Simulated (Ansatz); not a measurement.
# KI (Fm-3m): thermal expansion from first principles

Wanted: α(T), C_P(T) and B(T) of KI in the quasi-harmonic approximation.

Experimental results on record:
- volume expansion coefficient 113.7 1e-6/K near room temperature (given in “Descriptors for thermal expansion in solids”, 2017, arXiv:1701.03966)

Program: Ansatz 0.2.0. Level of theory: DFT LDA, scalar-relativistic, plane waves, PAW, in the first sound run; inputs show where later runs differ. Results are calculated unless marked as measured.

## 1. The structure

It takes space group Fm-3m (No. 225, cubic). Conventional cell: a = 7.066 Å, b = 7.066 Å, c = 7.066 Å, α = 90.00°, β = 90.00°, γ = 90.00°. Nearest to K lie 6 I at 3.53 Å. Nearest to I lie 6 K at 3.53 Å. Farther neighbours and most contacts between anions are not listed.

As a file:

```cif
data_structure
_symmetry_space_group_name_H-M 'P 1'
_symmetry_Int_Tables_number 1
_cell_length_a 4.9961
_cell_length_b 4.9961
_cell_length_c 4.9961
_cell_angle_alpha 60.000
_cell_angle_beta 60.000
_cell_angle_gamma 60.000
_cell_volume 88.18
loop_
_atom_site_label
_atom_site_type_symbol
_atom_site_fract_x
_atom_site_fract_y
_atom_site_fract_z
_atom_site_occupancy
K1 K 0.00000 0.00000 0.00000 1
I2 I 0.50000 0.50000 0.50000 1
```

## 2. Probe on a coarse mesh

Before spending time, one coarse run tells the gap and the pressure of the starting cell.

input.yaml reads:

```yaml
crystal:
  lattice:
    - [0.0, 3.532775, 3.532775]
    - [3.532775, 0.0, 3.532775]
    - [3.532775, 3.532775, 0.0]
  atoms:
    - { symbol: K, position: [0.0, 0.0, 0.0] }
    - { symbol: I, position: [0.5, 0.5, 0.5] }
kpoints:
  mp_grid: { grid: [4, 4, 4] }
hamiltonian:
  xc: lda
scf:
  occupations: { method: gaussian, width: 0.1 }
  lower_state_search: "off"
output:
  forces: true
  stress: true
  eigenvalues: true
```

On the command line:

```bash
$ ansatz run input.yaml --threads 8 --pin off --max-ram 16384MiB --backend cpu --events-out ev --progress --plain --runs-dir out
```

Numbers of over 12 decimals in the logs are rounded to 6 here.

The program printed:

```text
Engine: ansatz 0.2.0, aarch64-unknown-linux-gnu
Pseudopotentials: kind: paw
Pseudopotential: K, paw, valence charge 9, recommended cutoff 420 eV (normal), K.paw.azcp
Pseudopotential: I, paw, valence charge 17, recommended cutoff 420 eV (normal), I.paw.azcp
Functional definition: SPW92
  exchange = slater_x
  correlation = pw_c
Crystal: 2 atoms, lattice volume = 88.182 Å³
Basis set: ecut = 420 eV, 1759 PW (Γ)
Bands: 17, of which v1, the nominal top of the filled ones, is band 13 counted from 1 (12 counted from 0)
Symmetry: 48 space group operations
Space group: Fm-3m (ITA 225), of the structure as read, at distance tolerance 4.5e-5 Å
k-points: 8 of 64
Non-local potential: K, projectors of the file, l = 0: 3, l = 1: 2, l = 2: 2
Non-local potential: I, projectors of the file, l = 0: 2, l = 1: 2, l = 2: 2, l = 3: 2
PAW form: soft (Blöchl's): semilocal exchange-correlation on the pseudo side does not see the compensation charge
PAW frozen core: K, regenerated for the run's functional, and the local potential with it (the file was generated under x = pbe(κ = 0.804, μ = 0.219515), c = pbe(β = 0.066725))
PAW frozen core: I, regenerated for the run's functional, and the local potential with it (the file was generated under x = pbe(κ = 0.804, μ = 0.219515), c = pbe(β = 0.066725))
PAW one-centre angular grid: K, 110 points (default); XC on 64 Gauss nodes
PAW one-centre angular grid: I, 590 points (default); XC on 64 Gauss nodes
Initial density: superposition of atomic densities (neutral atoms: chi_scale 0, normalization atom), corrected by the library's trained network
Initial wavefunctions: pseudopotential atomic-orbital guess
Functional: x = slater, c = lda
SCF iter   1: F=—  HF=-8855.058116 eV  |F-HF|=—  |Δ(HF+E_count)|=         —  Δρ=4.31e-3  dr2=7.36e-3  ethr=1.77e-3  ⟨swp⟩=6.4  Hψ=763  notcnv=0
preconditioner: auto → none  [insulator: Δε(μ)=3.589 eV  Ē_g=13.460 eV  σ=0.100 eV  W_gap=1.00  n_scr=14 (ndim 8)  ℏωp=14.8 eV  f_vac=0.139  D(μ)=0.00/eV (n_scr^D=0)  ε∞_Penn≈2.2]
SCF iter   2: F=—  HF=-8855.055429 eV  |F-HF|=—  |Δ(HF+E_count)|=   2.69e-3  Δρ=2.15e-3  dr2=1.72e-3  ethr=2.83e-5  ⟨swp⟩=2.0  Hψ=243  notcnv=0
SCF iter   3: F=—  HF=-8855.055401 eV  |F-HF|=—  |Δ(HF+E_count)|=   2.84e-5  Δρ=6.36e-4  dr2=6.39e-4  ethr=6.60e-6  ⟨swp⟩=2.0  Hψ=240  notcnv=0
SCF iter   4: F=—  HF=-8855.055102 eV  |F-HF|=—  |Δ(HF+E_count)|=   2.99e-4  Δρ=1.40e-4  dr2=2.32e-5  ethr=2.46e-6  ⟨swp⟩=3.0  Hψ=240  notcnv=0
SCF iter   5: F=—  HF=-8855.055087 eV  |F-HF|=—  |Δ(HF+E_count)|=   1.42e-5  Δρ=2.57e-5  dr2=7.37e-7  ethr=8.94e-8  ⟨swp⟩=2.0  Hψ=240  notcnv=0
SCF iter   6: F=-8855.055087 eV  HF=-8855.055087 eV  |F-HF|=4.20e-9  |Δ(HF+E_count)|=   3.67e-7  Δρ=4.17e-6  dr2=8.37e-9  ethr=3.85e-10  ⟨swp⟩=7.2  Hψ=692  notcnv=0
SCF 1 converged in 6 iterations: F = -8855.055087 eV  dr2 = 8.37e-9
  greatest PAW one-centre occupation: 1.000 electrons in one spin orbital (limit 2), on the I atom at site 1 (counted from 0), in its partial waves of l = 2
SCF converged after 6 iterations
Free energy (F): -8855.055087 eV
Harris-Foulkes:  -8855.055087 eV  (|F-HF|=4.20e-9)
Internal energy: -8855.055087 eV  (E = F + TS)
E sigma→0 (E₀):  -8855.055087 eV
Fermi energy:    3.803860 eV
--- Per-component energies (eV) ---
  E_band       = -527.480405
  E_kinetic    = 443.126766
  E_local      = -2837.770027  (includes V_loc(G=0)·N_el)
  E_nonlocal   = -69.792785
  E_hartree    = 1340.208695
  E_xc         = -260.082892
  E_vxc        = -291.967390  (∫ρ·V_xc dr)
  E_paw        = -5403.351261  (= ΣΔE_a)
  E_vpaw       = -451.491451  (= ΣTr[D̂ρ^β])
  E_aug_tail   = 0.000059  (compensation charges beyond the density's cutoff)
  E_ewald      = -2068.432357
  E_core_change = 1.038715  (= ΣΔE_core)
  E_smearing   = -0.000000  (= −TS)
  E_closure    = -0.000000  (closes the sum)
  Σ components = -8855.055087   (vs F -8855.055087, Δ=0.00e0)
--- Forces (eV/Å), atoms counted from 1 ---
  atom   1  K     -0.00000000     0.00000000     0.00000000
  atom   2  I      0.00000000     0.00000000     0.00000000
  max |Σ_I F_I| component: 5.61e-29 eV/Å
--- Stress (GPa, compression-positive) ---
       -1.306057      -0.000000       0.000000
       -0.000000      -1.306057      -0.000000
       -0.000000      -0.000000      -1.306057
  P = ⅓ Tr σ = -1.3061 GPa (-13.061 kbar)
--- Band table (eV; the first three rows and the last of 8) ---
  k-point 0: bands = [... 9 lower, -8.6159, 1.9998, 1.9998, 1.9998, 5.6049, 8.3004, 8.3004, 8.3004]
  k-point 1: bands = [... 9 lower, -8.4586, 1.1936, 1.8150, 1.8150, 6.7450, 8.3421, 8.9143, 8.9143]
  k-point 2: bands = [... 9 lower, -8.3140, 0.6162, 1.6482, 1.6482, 7.2494, 9.4415, 9.9806, 9.9806]
  k-point 7: bands = [... 9 lower, -8.4050, 1.2421, 1.2421, 1.3710, 8.2401, 8.2401, 8.3955, 9.9118]
```

Elapsed: 0.38 s, on 8 threads of Arm Neoverse V1, shared host; peak memory 0.34 GiB.

The column dr2 measures how far the density is from self-consistency, as an energy; F and HF (Harris–Foulkes) agree once it is small.

A gap read on the k-mesh alone can miss the band edges.

Numbers from this step:

| Property | Result |
| --- | --- |
| pressure | -1.306 GPa |
| gap on the k-mesh | 3.605 eV |
| volume per atom | 44.09 Å³/atom |

The start is under -1.3 GPa at this level and looks like an insulator or semiconductor on this mesh.

## 3. Relaxation

The vibrations must be taken about the equilibrium of this functional, not about the starting cell, so the structure is relaxed.

input.yaml, the sections that differ from step 2:

```yaml
kpoints:
  mp_grid: { grid: [6, 6, 6] }
scf:
  occupations: { method: gaussian, width: 0.02 }
  lower_state_search: "off"
output:
  forces: true
  stress: true
  eigenvalues: true
  write_density: true
  write_potential: true
  elf: true
  volumetric_format: npy
relax:
  adjacent_minimum: "off"
  f_tol: 0.005
  max_steps: 80
  cell: { stress_tol: 0.05 }
# crystal, hamiltonian: as in step 2
```

The program printed:

```text
[...]
Crystal: 2 atoms, lattice volume = 88.182 Å³
Basis set: ecut = 420 eV, 1759 PW (Γ)
Bands: 17, of which v1, the nominal top of the filled ones, is band 13 counted from 1 (12 counted from 0)
Symmetry: 48 space group operations
[...]
k-points: 16 of 216
[...]
SCF iter   1: F=—  HF=-8855.059262 eV  |F-HF|=—  |Δ(HF+E_count)|=         —  Δρ=4.31e-3  dr2=7.75e-3  ethr=1.77e-3  ⟨swp⟩=6.9  Hψ=1633  notcnv=0
[...]
SCF iter   6: F=-8855.056220 eV  HF=-8855.056220 eV  |F-HF|=1.44e-10  |Δ(HF+E_count)|=   1.33e-7  Δρ=2.18e-6  dr2=1.11e-9  ethr=3.85e-10  ⟨swp⟩=10.5  Hψ=2044  notcnv=0
SCF 1 converged in 6 iterations: F = -8855.056220 eV  dr2 = 1.11e-9
[...]
relax step   1: F+E_penalty+E_count = -8855.05622008 eV  Δ(F+E_penalty+E_count) = +0.000e0 eV  max|allowed force component| = 2.925e-29 eV/Å  Δτ_max = 0.0000 Å  P = -1.314 GPa  Ω = 88.182 Å³  (6 SCF iters, dr2 threshold 1.00e-7 eV, accepted)
Crystal: 2 atoms, lattice volume = 84.449 Å³
Basis set: ecut = 420 eV, 1639 PW (Γ)
[...]
iter 1 solved again at ethr=1.13e-5 eV; its pass at ethr=3.10e-3 eV (dr2=2.94e-3 eV) is discarded
[...]
SCF iter   5: F=-8855.082313 eV  HF=-8855.082313 eV  |F-HF|=2.07e-8  |Δ(HF+E_count)|=   5.88e-7  Δρ=8.23e-6  dr2=5.24e-8  ethr=7.69e-10  ⟨swp⟩=8.8  Hψ=2104  notcnv=0
SCF 2 converged in 5 iterations: F = -8855.082313 eV  dr2 = 5.24e-8
relax step   2: F+E_penalty+E_count = -8855.08231257 eV  Δ(F+E_penalty+E_count) = -2.609e-2 eV  max|allowed force component| = 1.252e-29 eV/Å  Δτ_max = 0.0000 Å  P = -0.873 GPa  Ω = 84.449 Å³  energy of the carried Pulay correction = +3.668e-4 eV  (5 SCF iters, dr2 threshold 2.00e-7 eV, accepted)
Crystal: 2 atoms, lattice volume = 77.921 Å³
Basis set: ecut = 420 eV, 1471 PW (Γ)
[...]
SCF iter   5: F=-8855.097018 eV  HF=-8855.097018 eV  |F-HF|=4.23e-8  |Δ(HF+E_count)|=   1.60e-6  Δρ=1.40e-5  dr2=1.40e-7  ethr=7.69e-10  ⟨swp⟩=9.2  Hψ=2192  notcnv=0
SCF 3 converged in 5 iterations: F = -8855.097018 eV  dr2 = 1.40e-7
relax step   3: F+E_penalty+E_count = -8855.09701786 eV  Δ(F+E_penalty+E_count) = -1.471e-2 eV  max|allowed force component| = 2.327e-29 eV/Å  Δτ_max = 0.0000 Å  P = +0.279 GPa  Ω = 77.921 Å³  energy of the carried Pulay correction = +1.048e-3 eV  (5 SCF iters, dr2 threshold 2.00e-7 eV, accepted)
[...]
relax step   4: F+E_penalty+E_count = -8855.09796327 eV  Δ(F+E_penalty+E_count) = -9.454e-4 eV  max|allowed force component| = 5.285e-29 eV/Å  Δτ_max = 0.0000 Å  P = -0.035 GPa  Ω = 79.408 Å³  energy of the carried Pulay correction = +8.882e-4 eV  (5 SCF iters, dr2 threshold 1.95e-7 eV, accepted)
[...]
SCF iter   5: F=-8855.097118 eV  HF=-8855.097118 eV  |F-HF|=0.00e0  |Δ(HF+E_count)|=  1.44e-10  Δρ=1.19e-7  dr2=5.09e-12  ethr=1.00e-12  ⟨swp⟩=5.2  Hψ=1502  notcnv=0
SCF 5 converged in 5 iterations: F = -8855.097118 eV  dr2 = 5.09e-12
relax step   5: F+E_penalty+E_count = -8855.09711844 eV  Δ(F+E_penalty+E_count) = +8.448e-4 eV  max|allowed force component| = 1.120e-28 eV/Å  Δτ_max = 0.0000 Å  P = -0.038 GPa  Ω = 79.408 Å³  stress off target by 3.84e-2 GPa  SCF on the basis re-selected at this cell (its energy is not comparable with the rows above)  (5 SCF iters)
basis re-selected at this cell: Δ(F+E_penalty+E_count) = +8.448e-4 eV, ΔP = -0.003 GPa vs the last step (what re-selecting the basis moved, of the pressure what is left beyond the Pulay correction that the steps carried, after the strain that the cell walked since its last selection, with what the two solves' SCF thresholds leave and, on support functions, any second-order correction that the steps lacked; it is no m [...]
SCF converged after 5 iterations
Free energy (F): -8855.097118 eV
[...]
Internal energy: -8855.097118 eV  (E = F + TS)
E sigma→0 (E₀):  -8855.097118 eV
Fermi energy:    4.810176 eV
[...]
--- Stress (GPa, compression-positive) ---
       -0.038388      -0.000000      -0.000000
       -0.000000      -0.038388      -0.000000
       -0.000000      -0.000000      -0.038388
  P = ⅓ Tr σ = -0.0384 GPa (-0.384 kbar)
--- Band table (eV; the first three rows and the last of 16) ---
  k-point 0: bands = [... 9 lower, -7.9116, 2.8787, 2.8787, 2.8787, 6.7415, 9.1180, 9.1180, 9.1180]
  k-point 1: bands = [... 9 lower, -7.7683, 2.3414, 2.7541, 2.7541, 7.4447, 9.0654, 9.4424, 9.4424]
  k-point 2: bands = [... 9 lower, -7.5280, 1.5541, 2.5282, 2.5282, 8.1001, 9.9320, 10.2473, 10.2473]
  k-point 15: bands = [... 9 lower, -7.6210, 1.8190, 2.1883, 2.1888, 8.2396, 9.3052, 10.2348, 11.3240]
--- Relaxed structure (4 steps of the walk, 4 accepted, 1 SCFs on fresh bases) ---
  F+E_penalty+E_count = -8855.09711844 eV   max|allowed force component| = 1.120e-28 eV/Å   (the final SCF, on the basis selected at the relaxed cell)
  cell:  # Å, volume = 79.4081 Å³
    - [0, 3.411496, 3.411496]
    - [3.411496, 0, 3.411496]
    - [3.411496, 3.411496, 0]
  atoms:
    - { symbol: K, position: [0, 0, 0] }
    - { symbol: I, position: [0.500000, 0.500000, 0.500000] }
```

The job ended after 1.9 s (8 threads; peak memory 0.39 GiB).

Step by step:

```csv
step,energy less that of the first step (eV),largest force component (eV/Å),pressure (GPa),volume (Å³)
1,0.0000,0.0000,-1.31,88.18
2,-0.0261,0.0000,-0.87,84.45
3,-0.0408,0.0000,0.28,77.92
4,-0.0417,0.0000,-0.04,79.41
5*,-0.0409,0.0000,-0.04,79.41
```

Relaxation steps marked * repeat the geometry before them on a plane-wave basis chosen anew for their cell, so energy and pressure can jump there.

The run keeps the 48 symmetry operations that it works with, so distortions that break them were not tested.

```csv
"conventional cell, symmetrised",before,after,change
a (Å),7.066,6.823,-3.4 %
b (Å),7.066,6.823,-3.4 %
c (Å),7.066,6.823,-3.4 %
volume (Å³/atom),44.09,39.70,-9.9 %
```

Final coordinates:

```xyz
2
Lattice="0.0000 3.4115 3.4115 3.4115 0.0000 3.4115 3.4115 3.4115 0.0000" Properties=species:S:1:pos:R:3 pbc="T T T"
K     0.0000    0.0000    0.0000
I     3.4115    3.4115    3.4115
```

This step gave:

```yaml
pressure: -0.03839 GPa
gap_on_the_k_mesh: 3.863 eV
volume_per_atom: 39.70 Å³/atom
```

Electrostatic potential energy in the ac plane of the conventional cell at fractional y = 0.000, with atoms of K and I within 0.2 Å of it. With pseudopotentials it is smooth inside the atoms' cores, unlike the true potential.

Values in eV, 10 rows by 16 columns, each cell a mean:
```
-34 -21  -1   6   7   1 -12  -3   0 -11  -5   6   7   3 -12 -31
 -1   3   6   7   8   7   3  -3  -4   0   6   8   8   7   4   0
  6   7   8   8   8   8   7   6   6   7   8   8   8   8   7   6
 -9  -5   4   8   8   6   2  -5  -7  -1   5   7   8   6  -1  -8
  5  -8  -8   5   6   2 -17 -36 -37 -26  -2   6   6  -1 -12   2
  0 -11  -5   6   7   3 -12 -31 -34 -21  -1   6   7   1 -12  -3
 -4   0   6   8   8   7   4   0  -1   3   6   7   8   7   3  -3
  6   7   8   8   8   8   7   6   6   7   8   8   8   8   7   6
 -7  -1   5   7   8   6  -1  -8  -9  -5   4   8   8   6   2  -5
-37 -26  -2   6   6  -1 -12   2   5  -8  -8   5   6   2 -17 -36
```
Columns run along a (6.8 Å; values clipped at the 3rd and 97th percentile), rows up along c (6.8 Å), edges of the conventional cell, whose origin can differ from the input's. Atoms in or near the plane, at fractional coordinates: K at (0.00, 0.00), K at (0.50, 0.50), I at (0.50, 0.00), I at (0.00, 0.50).

ELF in the ac plane of the conventional cell at fractional y = 0.000, with atoms of K and I within 0.2 Å of it. It is the smooth field of the valence electrons, not physical close to the nuclei.

Ten even steps from '_' (0.02) to '@' (0.86), each cell a mean:
```
%%@@%%--..**%%##==::--**%%%%--..**@@@@
@@@@**..__**%%##**++**##%%%%::__==%%@@
##++::____==%%%%%%####%%%%**..__..==**
..________::++##%%%%%%%%**--________..
--::::..____..::--------::______..::--
%%%%##++::________..__________--**%%%%
##%%%%%%==____::++****==..__::**%%%%%%
++**##%%++__..**@@@@@@%%==__--%%%%##**
--==##%%**__--@@@@%%@@@@**__--%%##**--
----##%%**__--@@@@##%%@@**..--%%##++::
--++##%%**__::%%@@@@@@@@++__--%%%%**==
**##%%%%++__..++%%@@@@**::__::##%%####
%%%%%%##--____..::----..____..++%%%%%%
****++--______________________::==****
....________--++******++==::________..
--::______--##%%%%%%%%%%%%++..____..--
@@%%==____++%%%%########%%##::__::**%%
@@@@%%::..**%%##++--==**%%%%::__++@@@@
##@@@@--..**%%**------++##%%--..##@@%%
```
Columns run along a (6.8 Å), rows up along c (6.8 Å), edges of the conventional cell, whose origin can differ from the input's. Atoms in or near the plane, at fractional coordinates: K at (0.00, 0.00), K at (0.50, 0.50), I at (0.50, 0.00), I at (0.00, 0.50).

Valence density in the ac plane of the conventional cell at fractional y = 0.000, with atoms of K and I within 0.2 Å of it. It is the smooth field of the valence electrons, not physical close to the nuclei.

Ten steps, logarithmic in the rise over the least value, from '0' (0 e/Å³) to '9' (17 e/Å³), each cell a mean:
```
6641012479863100256
5420002356642100135
3210001233321000012
0000000112110000000
0000000000000000000
1110000000000000011
3321000122210000123
6531000245531001246
9742101466652001368
9842101467652002369
8632101356642001357
4321000134421001234
2210000011100000122
1100000000000000001
0000000011100000000
1100000122211000001
4310001234432100124
6531012368753100246
7641012489963100356
```
Columns run along a (6.8 Å), rows up along c (6.8 Å), edges of the conventional cell, whose origin can differ from the input's. Atoms in or near the plane, at fractional coordinates: K at (0.00, 0.00), K at (0.50, 0.50), I at (0.50, 0.00), I at (0.00, 0.50).

The relaxation ends with a pressure of -0.04 GPa.

## 4. A second relaxation

The relaxation is run once more from where the first one ended, as the script does after a large change of volume or of the gap, with mesh and occupations reviewed.

input.yaml, the sections that differ from step 3:

```yaml
crystal:
  lattice:
    - [0.0, 3.4114960117, 3.4114960117]
    - [3.4114960117, 0.0, 3.4114960117]
    - [3.4114960117, 3.4114960117, 0.0]
  atoms:
    - { symbol: K, position: [0.0, 0.0, 0.0] }
    - { symbol: I, position: [0.5, 0.5, 0.5] }
output:
  forces: true
  stress: true
  eigenvalues: true
# kpoints, hamiltonian, scf, relax: as in step 3
```

The program printed:

```text
[...]
Crystal: 2 atoms, lattice volume = 79.408 Å³
Basis set: ecut = 420 eV, 1471 PW (Γ)
Bands: 17, of which v1, the nominal top of the filled ones, is band 13 counted from 1 (12 counted from 0)
Symmetry: 48 space group operations
[...]
k-points: 16 of 216
[...]
k-point 15: bands = [... 9 lower, -7.6210, 1.8190, 2.1883, 2.1888, 8.2396, 9.3052, 10.2348, 11.3240]
--- Relaxed structure (1 steps of the walk, 1 accepted, 1 SCFs on fresh bases) ---
[...]
cell:  # Å, volume = 79.4081 Å³
    - [0.0, 3.4114960117, 3.4114960117]
    - [3.4114960117, 0.0, 3.4114960117]
    - [3.4114960117, 3.4114960117, 0.0]
  atoms:
    - { symbol: K, position: [0.0, 0.0, 0.0] }
    - { symbol: I, position: [0.5, 0.5, 0.5] }
[key lines of the parts left out:]
SCF converged after 4 iterations
Free energy (F): -8855.097118 eV
Fermi energy:    4.810175 eV
P = ⅓ Tr σ = -0.0384 GPa (-0.384 kbar)
```

Run time: 0.81 s. Hardware: 8 threads; peak memory 0.38 GiB; 4.1 s of CPU time.

Little changed from the start: no atom moved by 0.005 Å and no cell edge by 0.1 %.

## 5. Relaxing to small residual forces and stress

The thresholds are tightened for a last relaxation ahead of the phonons, and where mesh or smearing change with them the cell follows.

input.yaml, the sections that differ from step 4:

```yaml
kpoints:
  mp_grid: { grid: [8, 8, 8] }
scf:
  occupations: { method: fixed }
  lower_state_search: "off"
relax:
  adjacent_minimum: "off"
  f_tol: 0.001
  max_steps: 60
  cell: { stress_tol: 0.01 }
# crystal, hamiltonian, output: as in step 4
```

The program printed:

```text
[...]
Crystal: 2 atoms, lattice volume = 79.408 Å³
Basis set: ecut = 420 eV, 1471 PW (Γ)
Bands: 17, of which v1, the nominal top of the filled ones, is band 13 counted from 1 (12 counted from 0)
Symmetry: 48 space group operations
[...]
k-points: 29 of 512
[...]
k-point 28: bands = [... 9 lower, -7.5696, 2.0063, 2.0063, 2.1291, 9.1790, 9.1790, 9.5838, 11.2370]
--- Relaxed structure (3 steps of the walk, 3 accepted, 1 SCFs on fresh bases) ---
[...]
cell:  # Å, volume = 79.2141 Å³
    - [0, 3.408716, 3.408716]
    - [3.408716, 0, 3.408716]
    - [3.408716, 3.408716, 0]
  atoms:
    - { symbol: K, position: [0, 0, 0] }
    - { symbol: I, position: [0.500000, 0.500000, 0.500000] }
[key lines of the parts left out:]
SCF converged after 5 iterations
Free energy (F): -8855.097171 eV
Fermi energy:    2.900636 eV
P = ⅓ Tr σ = 0.0002 GPa (0.002 kbar)
```

Wall time 1.9 s (8 threads); peak memory 0.41 GiB.

Little changed from the start: no atom moved by 0.005 Å and no cell edge by 0.1 %.

This step gave:

- pressure: 2.00e-4 GPa
- gap on the k-mesh: 3.869 eV
- volume per atom: 39.61 Å³/atom

The residual pressure is 2.0e-4 GPa, small enough for phonons.

(Part 1 of 4 ends here.)

[Logs are printed without paths, hosts, clocks, repeated set-up lines and the standing remarks that a program may print on its own settings, such as how far it seeks lower states.]

[Hosts, paths, dates, database ids (printed as entryN), source tags and the programs' standing remarks are cut or masked in the printed files.]

[A step with changed settings may run another functional than the one named; its input shows which.]
